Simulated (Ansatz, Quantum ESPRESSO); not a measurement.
# Rh(111) with two intrinsic faults two layers apart (four hcp-stacked layers): ballistic transmission, part 3 of 4

Aim: the zero-bias transmission with pwcond for this junction: Rh(111) with two intrinsic faults two layers apart (four hcp-stacked layers).

Quantum ESPRESSO 7.5; plane-wave DFT, PBE, GBRV ultrasoft pseudopotentials; cross-check by Ansatz 0.2.0 with PAW datasets.

So far. Step 3 (Transmission with pwcond.x): The run is unpolarised; a magnetic state was not tried, may lie lower and would change T. Step 3 (Transmission with pwcond.x): At no point does T exceed the number of channels.

## (4) Transmission with pwcond.x, with ewind = 1.0

Level of this step: transmission by pwcond, lead and junction from one cell; plane-wave DFT, PBE, GBRV ultrasoft pseudopotentials (Quantum ESPRESSO).

How much does a setting matter? One run is repeated with a change.

Contents of cond.w.in:

```
&inputcond
  outdir = './out'
  prefixt = 'scf'
  tran_file = 'cond.w.dat'
  bdl = 2.4494897417
  bds = 17.9629247797
  ikind = 1
  ewind = 1.0
  epsproj = 1e-05
  nz1 = 7
  energy0 = 0.4
  denergy = -0.4
/
14
  0.00000000 0.00000000 0.01000000
  0.00000000 0.10000000 0.06000000
  0.00000000 0.20000000 0.06000000
  0.00000000 0.30000000 0.06000000
  0.00000000 0.40000000 0.06000000
  0.00000000 0.50000000 0.03000000
  0.10000000 0.20000000 0.06000000
  0.10000000 0.30000000 0.12000000
  0.10000000 0.40000000 0.12000000
  0.10000000 0.50000000 0.12000000
  0.20000000 0.40000000 0.06000000
  0.20000000 0.50000000 0.12000000
  0.20000000 0.60000000 0.06000000
  0.30000000 0.60000000 0.06000000
3
```

Run with:

```bash
$ OMP_NUM_THREADS=1 mpirun -n 8 pwcond.x -in cond.w.in > cond.w.out
```

The program printed:

```text
[banner, memory and clock lines left out]
Program PWCOND v.7.5 starts
[citation notice left out]

[...]
./out/scf.save/

[...]
negative rho (up, down):  1.346E+00 0.000E+00
     Reading collected, re-writing distributed wavefunctions

===== INPUT FILE containing all the regions =====

     GEOMETRY:

     lattice parameter (alat)  =       5.1178  a.u.
     the volume                =    2085.2379 (a.u.)^3
     the cross section         =      22.6828 (a.u.)^2
     l of the unit cell        =      17.9629 (alat)
     number of atoms/cell      =           22
     number of atomic types    =            1

     crystal axes: (cart. coord. in units of alat)
               a(1) = (  1.0000  0.0000  0.0000 )
               a(2) = (  0.5000  0.8660  0.0000 )
               a(3) = (  0.0000  0.0000 17.9629 )

   Cartesian axes

     site n.     atom                  positions (alat units)
          1        Rh     tau(  1)=(  0.0000  0.0000 17.9629  )
          2        Rh     tau(  2)=(  0.5000  0.2887  0.8165  )
          3        Rh     tau(  3)=(  1.0000  0.5774  1.6330  )
          4        Rh     tau(  4)=(  0.0000  0.0000  2.4495  )
          5        Rh     tau(  5)=(  0.5000  0.2887  3.2660  )
          6        Rh     tau(  6)=(  1.0000  0.5774  4.0825  )
          7        Rh     tau(  7)=(  0.0000  0.0000  4.8990  )
          8        Rh     tau(  8)=(  0.5000  0.2887  5.7155  )
          9        Rh     tau(  9)=(  1.0000  0.5774  6.5320  )
         10        Rh     tau( 10)=(  0.5000  0.2887  7.3485  )
         11        Rh     tau( 11)=(  1.0000  0.5774  8.1650  )
         12        Rh     tau( 12)=(  0.5000  0.2887  8.9815  )
         13        Rh     tau( 13)=(  1.0000  0.5774  9.7980  )
         14        Rh     tau( 14)=(  0.0000  0.0000 10.6145  )
         15        Rh     tau( 15)=(  0.5000  0.2887 11.4310  )
         16        Rh     tau( 16)=(  1.0000  0.5774 12.2474  )
         17        Rh     tau( 17)=(  0.0000  0.0000 13.0639  )
         18        Rh     tau( 18)=(  0.5000  0.2887 13.8804  )
         19        Rh     tau( 19)=(  1.0000  0.5774 14.6969  )
         20        Rh     tau( 20)=(  0.0000  0.0000 15.5134  )
         21        Rh     tau( 21)=(  0.5000  0.2887 16.3299  )
         22        Rh     tau( 22)=(  1.0000  0.5774 17.1464  )

     nr1s                      =           24
     nr2s                      =           24
     nr3s                      =          375
     nr1sx                     =           24
     nr2sx                     =           24
     nr3sx                     =          375
     nr1                       =           24
     nr2                       =           24
     nr3                       =          432
     nr1x                      =           24
     nr2x                      =           24
     nr3x                      =          432

 _______________________________
  Radii of nonlocal spheres:

     type       ibeta     ang. mom.          radius (alat units)
       Rh         1         0                    0.4936
       Rh         2         0                    0.4936
       Rh         3         1                    0.4936
       Rh         4         1                    0.4936
       Rh         5         2                    0.4936
       Rh         6         2                    0.4936
       Rh         7         2                    0.4936
----- General information -----

--- T calc. with identical leads (ikind=1) ---

     nrx                       =           24
     nry                       =           24
     nz1                       =            7

     energy0               =         4.0E-01
     denergy               =        -4.0E-01
     nenergy               =          3
     ecut2d                =         4.0E+01
     ewind                 =         1.0E+00
     epsproj               =         1.0E-05

     number of k_|| points=   14
                       cryst. coord.
        k(    1) = (   0.0000000   0.0000000), wk =   0.0100000
        k(    2) = (   0.0000000   0.1000000), wk =   0.0600000
[...]
k(   14) = (   0.3000000   0.6000000), wk =   0.0600000
----- Information about left/right lead -----

     nocros                   =           23
     noins                    =           46
     norb                     =           92
     norbf                    =          460
     nrz                      =           51

      iorb      type   ibeta   ang. mom.   m       position (alat)
        1        1       1        0        1   taunew(   1)=(  0.0000  0.0000  0.0000)
        2        1       2        0        1   taunew(   2)=(  0.0000  0.0000  0.0000)
[...]
92        1       7        2        5   taunew(  92)=(  0.0000  0.0000  2.4495)
----- Information about scattering region -----

     noins                    =          414
     norb                     =          460
     norbf                    =          460
     nrz                      =          324

      iorb      type   ibeta   ang. mom.   m       position (alat)
        1        1       1        0        1   taunew(   1)=(  0.0000  0.0000  0.0000)
        2        1       2        0        1   taunew(   2)=(  0.0000  0.0000  0.0000)
[...]
460        1       7        2        5   taunew( 460)=(  0.0000  0.0000 15.5134)
 ngper, shell number =           73          10
 ngper, n2d =           73          45
---  E-Ef =    0.4000000  k =    0.0000000   0.0000000
---  ie =          1  ik =          1
 Nchannels of the left tip =            3
 Right moving states:
   k1(2pi/a)   k2(2pi/a)   E-Ef (eV)
   0.2536886  -0.0000015   0.4000000
   0.2536886  -0.0000015   0.4000000
   0.3610293  -0.0000007   0.4000000
 Left moving states:
   k1(2pi/a)   k2(2pi/a)   E-Ef (eV)
  -0.2536886  -0.0000015   0.4000000
  -0.2536886  -0.0000015   0.4000000
  -0.3610293  -0.0000007   0.4000000

 to transmit
 Band j to band i transmissions and reflections:
    j         i     |T_ij|^2    |R_ij|^2

    1 -->     1     0.00443     0.69858
    1 -->     2     0.00000     0.29698
    1 -->     3     0.00000     0.00000
   Total T_j, R_j =    0.00443  0.99557

    2 -->     1     0.00000     0.29698
    2 -->     2     0.00443     0.69858
    2 -->     3     0.00000     0.00000
   Total T_j, R_j =    0.00443  0.99557

    3 -->     1     0.00000     0.00000
    3 -->     2     0.00000     0.00000
    3 -->     3     0.98444     0.01556
   Total T_j, R_j =    0.98444  0.01556

E-Ef(ev), T(x2 spins) =    0.4000000   1.9866088
---  E-Ef =    0.0000000  k =    0.0000000   0.0000000
---  ie =          2  ik =          1
 Nchannels of the left tip =            3
 Right moving states:
   k1(2pi/a)   k2(2pi/a)   E-Ef (eV)
   0.0677034  -0.0000015   0.0000000
   0.0677034  -0.0000015   0.0000000
   0.2856363  -0.0000008   0.0000000
 Left moving states:
   k1(2pi/a)   k2(2pi/a)   E-Ef (eV)
  -0.0677034  -0.0000015   0.0000000
  -0.0677034  -0.0000015   0.0000000
  -0.2856363  -0.0000008   0.0000000

 to transmit
 Band j to band i transmissions and reflections:
    j         i     |T_ij|^2    |R_ij|^2

    1 -->     1     0.83893     0.15950
    1 -->     2     0.00000     0.00157
    1 -->     3     0.00000     0.00000
   Total T_j, R_j =    0.83893  0.16107

    2 -->     1     0.00000     0.00157
    2 -->     2     0.83893     0.15950
    2 -->     3     0.00000     0.00000
   Total T_j, R_j =    0.83893  0.16107

    3 -->     1     0.00000     0.00000
    3 -->     2     0.00000     0.00000
    3 -->     3     0.99732     0.00268
   Total T_j, R_j =    0.99732  0.00268

E-Ef(ev), T(x2 spins) =    0.0000000   5.3503550
---  E-Ef =   -0.4000000  k =    0.0000000   0.0000000
---  ie =          3  ik =          1
 Nchannels of the left tip =            3
 Right moving states:
   k1(2pi/a)   k2(2pi/a)   E-Ef (eV)
  -0.0856662  -0.0000016  -0.4000000
  -0.0856662  -0.0000016  -0.4000000
   0.2230506  -0.0000009  -0.4000000
 Left moving states:
   k1(2pi/a)   k2(2pi/a)   E-Ef (eV)
   0.0856662  -0.0000016  -0.4000000
   0.0856662  -0.0000016  -0.4000000
  -0.2230506  -0.0000009  -0.4000000

 to transmit
 Band j to band i transmissions and reflections:
    j         i     |T_ij|^2    |R_ij|^2

    1 -->     1     0.97372     0.02363
    1 -->     2     0.00000     0.00265
    1 -->     3     0.00000     0.00000
   Total T_j, R_j =    0.97372  0.02628

    2 -->     1     0.00000     0.00265
    2 -->     2     0.97372     0.02363
    2 -->     3     0.00000     0.00000
   Total T_j, R_j =    0.97372  0.02628

    3 -->     1     0.00000     0.00000
    3 -->     2     0.00000     0.00000
    3 -->     3     0.99944     0.00056
   Total T_j, R_j =    0.99944  0.00056

E-Ef(ev), T(x2 spins) =   -0.4000000   5.8937450
 ngper, shell number =           73          41
 ngper, n2d =           73          50
[... further energies and points left out ...]
---  E-Ef =    0.4000000  k =    0.3000000   0.6000000
---  ie =          1  ik =         14
 Nchannels of the left tip =            3
 Right moving states:
   k1(2pi/a)   k2(2pi/a)   E-Ef (eV)
   0.0286525  -0.0000015   0.4000000
   0.1825464  -0.0000019   0.4000000
  -0.4933263  -0.0000030   0.4000000
 Left moving states:
   k1(2pi/a)   k2(2pi/a)   E-Ef (eV)
  -0.0286525  -0.0000015   0.4000000
  -0.1825464  -0.0000019   0.4000000
   0.4933263  -0.0000030   0.4000000

 to transmit
 Band j to band i transmissions and reflections:
    j         i     |T_ij|^2    |R_ij|^2

    1 -->     1     0.05397     0.66238
    1 -->     2     0.08633     0.15231
    1 -->     3     0.04404     0.00097
   Total T_j, R_j =    0.18435  0.81565

    2 -->     1     0.04005     0.15231
    2 -->     2     0.32302     0.00965
    2 -->     3     0.16615     0.30882
   Total T_j, R_j =    0.52922  0.47078

    3 -->     1     0.05212     0.00097
    3 -->     2     0.07892     0.30882
    3 -->     3     0.18773     0.37143
   Total T_j, R_j =    0.31877  0.68123

E-Ef(ev), T(x2 spins) =    0.4000000   2.0646742
---  E-Ef =    0.0000000  k =    0.3000000   0.6000000
---  ie =          2  ik =         14
 Nchannels of the left tip =            1
 Right moving states:
   k1(2pi/a)   k2(2pi/a)   E-Ef (eV)
   0.2890902  -0.0000022   0.0000000
 Left moving states:
   k1(2pi/a)   k2(2pi/a)   E-Ef (eV)
  -0.2890902  -0.0000022   0.0000000

 to transmit
 Band j to band i transmissions and reflections:
    j         i     |T_ij|^2    |R_ij|^2

    1 -->     1     0.79293     0.20707
   Total T_j, R_j =    0.79293  0.20707

E-Ef(ev), T(x2 spins) =    0.0000000   1.5858543
---  E-Ef =   -0.4000000  k =    0.3000000   0.6000000
---  ie =          3  ik =         14
 Nchannels of the left tip =            0
 Right moving states:
   k1(2pi/a)   k2(2pi/a)   E-Ef (eV)
 Left moving states:
   k1(2pi/a)   k2(2pi/a)   E-Ef (eV)

 to transmit
          E-Ef(ev), T =   -0.4000000   0.0000000
   T_tot     0.40000      0.25407E+01
   T_tot     0.00000      0.25085E+01
   T_tot    -0.40000      0.20106E+01

[...]
```

Run time: 95 s. Hardware: 8 MPI ranks of Arm Neoverse N1, shared host; peak memory 0.66 GiB.

The changed values were drawn from a wide range, not chosen for quality; the comparison shows what they did here together.

Beside the run it was changed from:

```csv
quantity,this run,unchanged run,difference
"transmission at the Fermi level, one spin",1.254,1.396,-0.14
"lead channels at the Fermi level, one spin",1.56,1.740,-0.18
wall time (s),95,118,
```

Over all energies T moves by up to 0.14, at 0 eV.

The physical values in this table move by up to 10 %.

(Part 3 of 4 ends here.)

[Logs are printed without paths, hosts, clocks, repeated set-up lines and the standing remarks that a program may print on its own settings, such as how far it seeks lower states.]

[Hosts, paths, dates, database ids (printed as entryN), source tags and the programs' standing remarks are cut or masked in the printed files.]

[Maps of the electrostatic potential energy from Ansatz leave out the sawtooth potential of an applied field or a dipole correction, so their vacuum need not be flat; planar profiles and work functions include it.]
